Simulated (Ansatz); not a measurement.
# Dielectric function and optical constants of BN

Aim: the dielectric function of BN, and the optical constants that follow from it. The cell comes from an older database entry, whose edges can differ from later determinations, mostly by under a per cent.

Method: DFT, PBE, plane-wave PAW, default files, scalar-relativistic, independent-particle optical response without local fields, in Ansatz 0.2.0.

The database entry behind the starting cell differs from other determinations of this structure, so it need not match the best structure at room temperature.

## (1) The system as given

Symmetry: P6_3/mmc, No. 194, hexagonal system. The conventional cell has a = 2.498 Å, b = 2.498 Å, c = 6.636 Å, α = 90.00°, β = 90.00°, γ = 120.00°. Nearest to N lie 3 B at 1.44 Å. B has 3 N at 1.44 Å nearest. Farther neighbours, and contacts between anions beyond the nearest, are not listed.

## (2) Ground state and bands

The self-consistent density comes first; it also tells whether there is a gap, which decides the occupations and the need for a Drude term.

This step: DFT, PBE, plane-wave PAW, default files, scalar-relativistic, ground state (Ansatz 0.2.0).

The input, input.yaml:

```yaml
crystal:
  lattice:
    - [2.49824, 0.0, 0.0]
    - [-1.24912, 2.1635393048, 0.0]
    - [0.0, 0.0, 6.6357]
  atoms:
    - { symbol: "N", position: [0.6666666667, 0.3333333333, 0.25] }
    - { symbol: "N", position: [0.3333333333, 0.6666666667, 0.75] }
    - { symbol: B, position: [0.6666666667, 0.3333333333, 0.75] }
    - { symbol: B, position: [0.3333333333, 0.6666666667, 0.25] }
kpoints:
  mp_grid: { grid: [11, 11, 4] }
  band_path:
    path:
      - [[0.0, 0.0, 0.0], [0.5, 0.0, 0.0], [0.33333333, 0.33333333, 0.0], [0.0, 0.0, 0.0], [0.0, 0.0, 0.5], [0.5, 0.0, 0.5], [0.33333333, 0.33333333, 0.5], [0.0, 0.0, 0.5]]
      - [[0.5, 0.0, 0.5], [0.5, 0.0, 0.0]]
      - [[0.33333333, 0.33333333, 0.0], [0.33333333, 0.33333333, 0.5]]
    npoints: 5
scf:
  occupations: { method: fermi_dirac, width: 0.05 }
  n_extra_bands: 8
hamiltonian:
  xc: pbe
  pseudopotentials: { kind: paw }
output:
  forces: true
  stress: true
  populations: true
  write_bands: true
```

The run is started by

```console
$ ansatz run input.yaml --threads 4 --pin off --max-ram 8192MiB --backend cpu --events-out ev --progress --plain --runs-dir out
```

Standard output:

```text
scf.n_extra_bands = 8 over 8 filled bands (N_el = 16.0): the run solves 16 bands
Engine: ansatz 0.2.0, x86_64-unknown-linux-gnu
Pseudopotentials: kind: paw
Pseudopotential: N, paw, valence charge 5, recommended cutoff 420 eV (normal), N.paw.azcp
Pseudopotential: B, paw, valence charge 3, recommended cutoff 420 eV (normal), B.paw.azcp
Functional definition: PBE
  parameter kappa = 0.804
  parameter beta = 0.066725
  exchange = pbe_x(kappa = kappa, mu = beta*pi^2/3)
  correlation = pbe_c(beta = beta)
Crystal: 4 atoms, lattice volume = 35.866 Å³
Basis set: ecut = 420 eV, 689 PW (Γ), exchange–correlation on 36×36×90 points (8 copies of the dense FFT grid, shifted against one another)
Bands: 16, of which v1, the nominal top of the filled ones, is band 8 counted from 1 (7 counted from 0)
Symmetry: 24 space group operations
Space group: P63/mmc (ITA 194), of the structure as read, at distance tolerance 3.3e-5 Å
k-points: 48 of 484
Non-local potential: N, projectors of the file, l = 0: 2, l = 1: 2, l = 2: 1
Non-local potential: B, projectors of the file, l = 0: 2, l = 1: 2, l = 2: 1
PAW form: soft (Blöchl's): semilocal exchange-correlation on the pseudo side does not see the compensation charge
PAW one-centre angular grid: N, 110 points (default); XC on 64 Gauss nodes
PAW one-centre angular grid: B, 110 points (default); XC on 64 Gauss nodes
Initial density: superposition of atomic densities (neutral atoms: chi_scale 0, normalization atom), corrected by the library's trained network
Initial wavefunctions: pseudopotential atomic-orbital guess
Functional: x = pbe(κ = 0.804, μ = 0.219515), c = pbe(β = 0.066725)
SCF iter   1: F=—  HF=-1084.800059 eV  |F-HF|=—  |Δ(HF+E_count)|=         —  Δρ=1.44e-3  dr2=2.05e-4  ethr=1.77e-3  ⟨swp⟩=6.1  Hψ=3913  notcnv=0  defer=53
preconditioner: auto → none  [insulator: Δε(μ)=4.340 eV  Ē_g=18.722 eV  σ=0.050 eV  W_gap=1.00  n_scr=4 (ndim 8)  ℏωp=24.8 eV  f_vac=0.022  D(μ)=0.00/eV (n_scr^D=0)  ε∞_Penn≈2.8]
SCF iter   2: F=—  HF=-1084.801492 eV  |F-HF|=—  |Δ(HF+E_count)|=   1.43e-3  Δρ=7.46e-4  dr2=3.66e-5  ethr=1.28e-6  ⟨swp⟩=2.2  Hψ=1544  notcnv=0  defer=69
SCF iter   3: F=—  HF=-1084.801818 eV  |F-HF|=—  |Δ(HF+E_count)|=   3.27e-4  Δρ=2.98e-4  dr2=8.76e-6  ethr=2.29e-7  ⟨swp⟩=2.0  Hψ=1038  notcnv=0  defer=69
SCF iter   4: F=—  HF=-1084.801868 eV  |F-HF|=—  |Δ(HF+E_count)|=   4.95e-5  Δρ=2.88e-5  dr2=1.31e-7  ethr=5.47e-8  ⟨swp⟩=2.1  Hψ=1052  notcnv=0  defer=69
iter 5 did not close the SCF: its close was put off for the readings that it lacked (scf_convergence_deferred on its scf_iter line)
SCF iter   5: F=-1084.801868 eV  HF=-1084.801868 eV  |F-HF|=3.95e-8  |Δ(HF+E_count)|=   3.44e-7  Δρ=8.73e-6  dr2=8.56e-9  ethr=8.21e-10  ⟨swp⟩=2.0  Hψ=1004  notcnv=0  defer=69
SCF iter   6: F=-1084.801868 eV  HF=-1084.801868 eV  |F-HF|=6.09e-11  |Δ(HF+E_count)|=   4.36e-8  Δρ=5.73e-7  dr2=8.02e-11  ethr=5.35e-11  ⟨swp⟩=5.7  Hψ=3060  notcnv=0
SCF 1 converged in 6 iterations: F = -1084.801868 eV  dr2 = 8.02e-11
  greatest PAW one-centre occupation: 0.798 electrons in one spin orbital (limit 2), on the N atom at site 1 (counted from 0), in its partial waves of l = 0
NSCF: frozen V_eff on 48 k-points
SCF converged after 6 iterations
Free energy (F): -1084.801868 eV
Harris-Foulkes:  -1084.801868 eV  (|F-HF|=6.09e-11)
Internal energy: -1084.801868 eV  (E = F + TS)
E sigma→0 (E₀):  -1084.801868 eV
Fermi energy:    7.007386 eV
--- Per-component energies (eV) ---
  E_band       = -37.450052
  E_kinetic    = 367.634069
  E_local      = -693.889766  (includes V_loc(G=0)·N_el)
  E_nonlocal   = 115.817624
  E_hartree    = 223.929326
  E_xc         = -184.631202
  E_vxc        = -229.080161  (∫ρ·V_xc dr)
  E_paw        = -413.730908  (= ΣΔE_a)
  E_vpaw       = -45.790817  (= ΣTr[D̂ρ^β])
  E_aug_tail   = 0.000198  (compensation charges beyond the density's cutoff)
  E_ewald      = -499.931209
  E_smearing   = -0.000000  (= −TS)
  E_closure    = 0.000000  (closes the sum)
  Σ components = -1084.801868   (vs F -1084.801868, Δ=0.00e0)
--- Forces (eV/Å), atoms counted from 1 ---
  atom   1  N     -0.00000000     0.00000000     0.00000000
  atom   2  N     -0.00000000    -0.00000000    -0.00000000
  atom   3  B      0.00000000     0.00000000     0.00000000
  atom   4  B      0.00000000    -0.00000000    -0.00000000
  max |Σ_I F_I| component: 1.85e-17 eV/Å
--- Stress (GPa, compression-positive) ---
        6.122165      -0.000000       0.000000
        0.000000       6.122165       0.000000
        0.000000       0.000000       2.985128
  P = ⅓ Tr σ = 5.0765 GPa (50.765 kbar)
--- Band table (eV; the first three rows and the last of 48) ---
  k-point 0: bands = [... 4 lower, 3.4722, 3.4722, 3.5094, 3.5094, 10.0608, 15.1420, 16.4271, 16.4271, ... 4 higher]
  k-point 1: bands = [... 4 lower, 3.4778, 3.4778, 3.5035, 3.5035, 10.7627, 14.2440, 16.4450, 16.4450, ... 4 higher]
  k-point 2: bands = [... 4 lower, 3.4903, 3.4903, 3.4903, 3.4903, 12.4359, 12.4359, 16.4878, 16.4878, ... 4 higher]
  k-point 47: bands = [... 4 lower, -2.0146, -2.0146, 4.6782, 4.6782, 9.5174, 9.5174, 16.9899, 16.9899, ... 4 higher]
--- Löwdin populations: 4 sites ---
  site symbol       q [e]
     0      N      5.3379
     1      N      5.3379
     2      B      2.6043
     3      B      2.6043
  spilling = 0.007228 (of n_electrons = 16.000000)
```

The job ended after 1.8 s (4 threads of Intel Xeon at 2.50GHz (Skylake/Cascade Lake), shared host; peak memory 0.34 GiB; 5 s of CPU time).

In the SCF lines HF is the Harris–Foulkes energy and dr2 the Hartree energy of the density residual, in eV; the loop may stop once dr2 is under the threshold and the program's other checks hold. Hψ counts applications of the Hamiltonian.

Read from the output:

```
free energy                  : -1084.8019 eV
Fermi energy                 : 7.007 eV
gap by band count            : 4.345 eV
electrons                    : 16
symmetry operations          : 24
pressure                     : 5.076 GPa
gap on the k-mesh            : 4.345 eV
volume                       : 35.87 Å³
gap on the path              : 4.266 eV
least direct gap on the path : 4.664 eV
```

There is a gap, 4.27 eV on the path, so no carriers' term is needed. The cell is left with a pressure of 5.1 GPa, as it stands unrelaxed at this level.

Electronic bands along the path, in eV, zero at the Fermi level; v1 is the highest filled band, c1 the lowest empty one:

```tsv
point	v4	v3	v2	v1	c1	c2	c3	c4
Γ	-3.54	-3.54	-3.50	-3.50	3.05	8.13	9.42	9.42
0.40 of the way	-6.17	-5.39	-4.73	-4.68	4.30	7.34	8.27	8.69
M	-6.37	-6.31	-3.66	-2.65	2.08	3.45	7.39	7.83
0.40 of the way	-7.30	-7.23	-3.37	-2.47	2.24	3.35	8.57	9.22
K	-9.36	-9.36	-2.29	-2.29	2.67	2.67	8.60	11.07
0.40 of the way	-6.96	-6.90	-5.42	-3.72	4.98	5.30	6.58	10.63
Γ	-3.54	-3.54	-3.50	-3.50	3.05	8.13	9.42	9.42
0.40 of the way	-3.53	-3.53	-3.50	-3.50	3.51	7.53	9.43	9.43
A	-3.52	-3.52	-3.52	-3.52	5.43	5.43	9.48	9.48
0.40 of the way	-6.13	-6.13	-4.71	-4.71	6.09	6.09	8.70	8.70
L	-6.34	-6.34	-3.14	-3.14	2.54	2.54	7.79	7.79
0.40 of the way	-7.26	-7.26	-2.89	-2.89	2.59	2.59	9.15	9.15
H	-9.37	-9.37	-2.21	-2.21	2.45	2.45	9.83	9.83
0.40 of the way	-6.93	-6.93	-4.62	-4.62	4.93	4.93	9.09	9.09
A	-3.52	-3.52	-3.52	-3.52	5.43	5.43	9.48	9.48
jump to L	-6.34	-6.34	-3.14	-3.14	2.54	2.54	7.79	7.79
0.40 of the way	-6.36	-6.32	-3.44	-2.84	2.22	3.02	7.62	7.84
M	-6.37	-6.31	-3.66	-2.65	2.08	3.45	7.39	7.83
jump to K	-9.36	-9.36	-2.29	-2.29	2.67	2.67	8.60	11.07
0.60 of the way	-9.37	-9.37	-2.24	-2.24	2.52	2.52	9.06	10.84
H	-9.37	-9.37	-2.21	-2.21	2.45	2.45	9.83	9.83
```

## (3) Spectrum

With the density converged, the vertical transitions are summed over the zone.

This step: DFT, PBE, plane-wave PAW, default files, scalar-relativistic, independent-particle optical response without local fields (Ansatz 0.2.0).

input.yaml, the sections that differ from step 2:

```yaml
kpoints:
  mp_grid: { grid: [11, 11, 4] }
scf:
  occupations: { method: fixed }
output:
  optics:
    e_range: [0, 14]
    de: 0.05
    sigma: 0.1
    nscf_kmesh: { grid: [12, 12, 4] }
    bands: { spectra_wanted_up_to: 14 }
# crystal, hamiltonian: as in step 2
```

Standard output:

```text
[...]
Crystal: 4 atoms, lattice volume = 35.866 Å³
Basis set: ecut = 420 eV, 689 PW (Γ)
Bands: 12, of which v1, the nominal top of the filled ones, is band 8 counted from 1 (7 counted from 0)
[... 1 set-up line as in the run before ...]
[...]
k-points: 48 of 484
[...]
SCF iter   1: F=—  HF=-1084.800447 eV  |F-HF|=—  |Δ(HF+E_count)|=         —  Δρ=1.47e-3  dr2=2.08e-4  ethr=1.77e-3  ⟨swp⟩=5.1  Hψ=3012  notcnv=0  defer=85
[...]
SCF iter   7: F=-1084.801884 eV  HF=-1084.801884 eV  |F-HF|=1.14e-12  |Δ(HF+E_count)|=  2.15e-10  Δρ=1.29e-7  dr2=4.92e-12  ethr=1.00e-12  ⟨swp⟩=4.7  Hψ=2261  notcnv=0
SCF 1 converged in 7 iterations: F = -1084.801884 eV  dr2 = 4.92e-12
[...]
NSCF: frozen V_eff on 57 k-points
output.optics: what the bands over the 21 summed would add to eps1, eps2 and the energy-loss function is held between a lower and an upper bound (7 Lanczos steps). eps1, eps2 and their loss function (loss_summed_bands) are given on every row as the summed bands alone make them. Along an axis, on a row where the two bounds hold the loss function to about 1 % of the greater of itself and 0.5 % of |1/eps|, its cell (loss_completed) is given, with the completed eps1 and eps2 that it is formed of (a cell that is left empty reads nan in the table and null in the record). The two bounds hold it so along every axis on all 281 rows up to 14.000 eV. [rest of the remark cut]
SCF converged after 7 iterations
Free energy (F): -1084.801884 eV
[...]
Internal energy: -1084.801884 eV  (E = F + TS)
E sigma→0 (E₀):  -1084.801884 eV
Fermi energy:    4.823592 eV
[...]
--- Band table (eV; the first three rows and the last of 48) ---
  k-point 0: bands = [... 4 lower, 3.4723, 3.4723, 3.5094, 3.5094, 10.0609, 15.1421, 16.4271, 16.4271]
  k-point 1: bands = [... 4 lower, 3.4778, 3.4778, 3.5036, 3.5036, 10.7628, 14.2440, 16.4450, 16.4450]
  k-point 2: bands = [... 4 lower, 3.4903, 3.4903, 3.4903, 3.4903, 12.4360, 12.4360, 16.4878, 16.4878]
  k-point 47: bands = [... 4 lower, -2.0146, -2.0146, 4.6782, 4.6782, 9.5174, 9.5174, 16.9899, 16.9899]
```

The job ended after 24 s (4 threads; peak memory 0.58 GiB).

Read from the output:

* electronic dielectric constant ε∞, mean of the axes: 4.231
* absorption onset, first axis (α over 10⁴ cm⁻¹, or the direct gap if that lies higher): 4.664 eV
* main peak of Im epsilon, first axis: 5.706 eV
* centre of weight of the strongest loss peak in the window: 8.004 eV
* least direct gap on the mesh: 4.664 eV
* bands summed: 21
* spectra valid up to: 20.31 eV
* program's estimate of the k-sum error in Im epsilon: 0.09 %
* electrons in the f-sum: 12.03

The Im ε has structure finer than the step of the table below, so its rows give means over 0.5 eV. Peaks (eV: height): E ∥ x or y 5.70: 15.4; E ∥ z 4.85: 1.39, 9.95: 8.43, 13.65: 6.33.

The Im ε by photon energy; means over each step:

```tsv
photon energy (eV)	E ∥ x or y	E ∥ z
4.0	0	0
4.5	1.04	0.256
5.0	6.87	1.33
5.5	11.2	1.08
6.0	10.5	0.821
6.5	4.86	0.612
7.0	2.95	0.457
7.5	2.00	0.366
8.0	1.43	0.328
8.5	1.07	0.324
9.0	0.841	0.371
9.5	0.688	2.72
10.0	0.590	7.57
10.5	0.540	5.53
11.0	0.692	4.15
11.5	0.713	3.64
12.0	0.662	2.43
12.5	0.799	1.53
13.0	3.68	3.32
13.5	7.74	5.84
```

Re ε against photon energy:

```tsv
photon energy (eV)	E ∥ x or y	E ∥ z
0.0	4.84	3.02
0.5	4.86	3.02
1.0	4.92	3.04
1.5	5.02	3.06
2.0	5.18	3.10
2.5	5.43	3.16
3.0	5.79	3.24
3.5	6.36	3.36
4.0	7.40	3.56
4.5	10.4	4.17
5.0	9.99	3.63
5.5	9.17	3.13
6.0	-1.66	3.02
6.5	-1.87	3.08
7.0	-0.837	3.26
7.5	-0.109	3.54
8.0	0.477	3.92
8.5	0.975	4.48
9.0	1.41	5.51
9.5	1.82	8.82
10.0	2.22	4.20
10.5	2.68	1.40
11.0	3.13	0.952
11.5	3.48	0.752
12.0	4.20	0.208
12.5	5.53	1.67
13.0	9.74	3.83
13.5	5.25	1.50
14.0	3.34	-1.67
```

Table of refractive index n and extinction k by photon energy:

```tsv
photon energy (eV)	n, E ∥ x or y	k, E ∥ x or y	n, E ∥ z	k, E ∥ z
0.0	2.20	0	1.74	0
0.5	2.20	0	1.74	0
1.0	2.22	0	1.74	0
1.5	2.24	0	1.75	0
2.0	2.28	0	1.76	0
2.5	2.33	0	1.78	0
3.0	2.41	0	1.80	0
3.5	2.52	0	1.83	0
4.0	2.72	0	1.89	0
4.5	3.23	0.00589	2.04	0.00285
5.0	3.33	1.04	1.94	0.349
5.5	3.40	1.54	1.79	0.301
6.0	2.10	2.46	1.75	0.234
6.5	1.26	1.86	1.76	0.173
7.0	1.05	1.39	1.81	0.125
7.5	0.970	1.02	1.88	0.0967
8.0	0.995	0.716	1.98	0.0825
8.5	1.10	0.486	2.12	0.0760
9.0	1.24	0.339	2.35	0.0778
9.5	1.37	0.250	3.00	0.412
10.0	1.50	0.197	2.60	1.60
10.5	1.65	0.162	1.88	1.46
11.0	1.78	0.202	1.61	1.28
11.5	1.88	0.190	1.52	1.24
12.0	2.06	0.159	1.14	1.05
12.5	2.36	0.167	1.39	0.523
13.0	3.17	0.579	2.08	0.716
13.5	2.75	1.51	1.94	1.50
14.0	2.54	1.76	1.12	1.71
```

Loss function −Im 1/ε at q → 0 against energy loss; read off at these points:

```tsv
energy loss (eV)	E ∥ x or y	E ∥ z
4.00	0	0
4.50	3.5e-4	6.7e-4
5.00	0.0468	0.0902
5.50	0.0540	0.0986
6.00	0.0942	0.0836
6.50	0.183	0.0617
7.00	0.316	0.0419
7.50	0.501	0.0288
8.00	0.631	0.0212
8.50	0.511	0.0160
9.00	0.310	0.0120
9.50	0.181	0.0294
10.00	0.112	0.0957
10.50	0.0714	0.171
11.00	0.0695	0.230
11.50	0.0564	0.255
12.00	0.0361	0.413
12.15	0.0318	0.486
12.50	0.0252	0.296
13.00	0.0339	0.127
13.50	0.0860	0.161
14.00	0.0984	0.219
```

Values under 1 per cm are given as 1. Table of absorption coefficient by photon energy:

```tsv
photon energy (eV)	E ∥ x or y (1/cm)	E ∥ z (1/cm)
0.0	1	1
0.5	1	1
1.0	1	1
1.5	1	1
2.0	1	1
2.5	1	1
3.0	1	1
3.5	1	1
4.0	1	1
4.5	2685	1302
5.0	5.2e5	1.8e5
5.5	8.6e5	1.7e5
6.0	1.5e6	1.4e5
6.5	1.2e6	1.1e5
7.0	9.9e5	89005
7.5	7.8e5	73520
8.0	5.8e5	66880
8.5	4.2e5	65484
9.0	3.1e5	70995
9.5	2.4e5	4.0e5
10.0	2.0e5	1.6e6
10.5	1.7e5	1.6e6
11.0	2.2e5	1.4e6
11.5	2.2e5	1.4e6
12.0	1.9e5	1.3e6
12.5	2.1e5	6.6e5
13.0	7.6e5	9.4e5
13.5	2.1e6	2.1e6
14.0	2.5e6	2.4e6
```

From ε follow the optical constants at some laser lines:

```tsv
wavelength (nm)	n xy	k xy	R (%) xy	1/α xy	n z	k z	R (%) z	1/α z
800	2.24	0.000	14.7	over 1 mm	1.75	0.000	7.5	over 1 mm
633	2.27	0.000	15.1	over 1 mm	1.76	0.000	7.6	over 1 mm
532	2.31	0.000	15.7	over 1 mm	1.77	0.000	7.8	over 1 mm
405	2.42	0.000	17.2	over 1 mm	1.80	0.000	8.2	over 1 mm
365	2.49	0.000	18.3	over 1 mm	1.83	0.000	8.5	over 1 mm
308	2.73	0.000	21.6	over 1 mm	1.89	0.000	9.5	over 1 mm
193	1.32	1.958	42.7	7.8 nm	1.76	0.181	8.0	85 nm
```

Rows near the edge hang on the gap, which this functional as a rule makes too small, and phonon-assisted absorption over an indirect gap is left out.

A film 1 µm thick would pass 77 % of daylight and look colourless in transmission (x = 0.314, y = 0.331).

At 1064 nm the birefringence n(z) − n(x) is -0.479: the crystal is uniaxial negative at this level.

The first strong peak, at 5.71 eV, fits the second-highest filled and the lowest empty band, which run nearly parallel at that distance over 75 % of L–M; the match rests on energies alone.

The f-sum over the summed bands holds 12.0 of the cell's 16 electrons outside the frozen cores, 4 of which lie in bands more than 12 eV below the Fermi level, whose transitions come at higher energies. Up to 14 eV the strength has a mean oscillator energy of 7.7 eV, and these transitions give 73 % of ε∞ − 1 along x; the rest comes from higher ones.

## (4) Summary of results

| Item | Value |
| --- | --- |
| gap on the path | 4.27 eV |
| least direct gap on the path | 4.66 eV |
| electronic dielectric constant ε∞, mean of the axes (independent particles) | 4.23 |
| absorption onset, first axis (α over 10⁴ cm⁻¹, or the direct gap if that lies higher) | 4.66 eV |
| main peak of Im epsilon, first axis | 5.71 eV |
| centre of weight of the strongest loss peak in the window, first axis | 8.00 eV |

At this level (PBE, independent particles) BN has a mean ε∞ = 4.23 and n = 2.21 at 1550 nm (E ∥ x); absorption sets in near 4.7 eV, and Im ε peaks at 5.7 eV (E ∥ x). The gap is indirect (4.27 eV), so absorption without phonons can begin only at the direct gap of 4.66 eV. Lines 0.1 eV wide carry a tail of absorption under the direct gap, past the threshold already at 4.53 eV. Absorption is strong from the direct gap on, 4.66 eV, in the ultraviolet, so the visible is passed. The strongest loss structure up to 14 eV has its centre of weight at 8.0 eV; a free-electron gas of the 12.0 electrons in the f-sum would put its plasmon at 21.5 eV. The first strong peak, at 5.71 eV, fits the second-highest filled and the lowest empty band, which run nearly parallel at that distance over 75 % of L–M; the match rests on energies alone. A film 1 µm thick would pass 77 % of daylight and look colourless in transmission (x = 0.314, y = 0.331). At 1064 nm the birefringence n(z) − n(x) is -0.479: the crystal is uniaxial negative at this level. Excitons and phonon-assisted transitions are missing, and so are local fields; PBE gaps are as a rule too small, which pulls the onset down and ε∞ up. In the base run ε includes the program's bounded estimate of what the bands above those summed add.

[Long decimals in the printed logs are rounded to 6 places.]

[Logs are printed without paths, hosts, clocks, repeated set-up lines and the standing remarks that a program may print on its own settings, such as how far it seeks lower states.]

[Hosts, paths, dates, database ids (printed as entryN), source tags and the programs' standing remarks are cut or masked in the printed files.]

[Where the starting crystal was built by hand or by swapping elements, it need not be the compound's stable phase.]

[The count of steps not shown may lack steps that the program refused or didn't finish.]
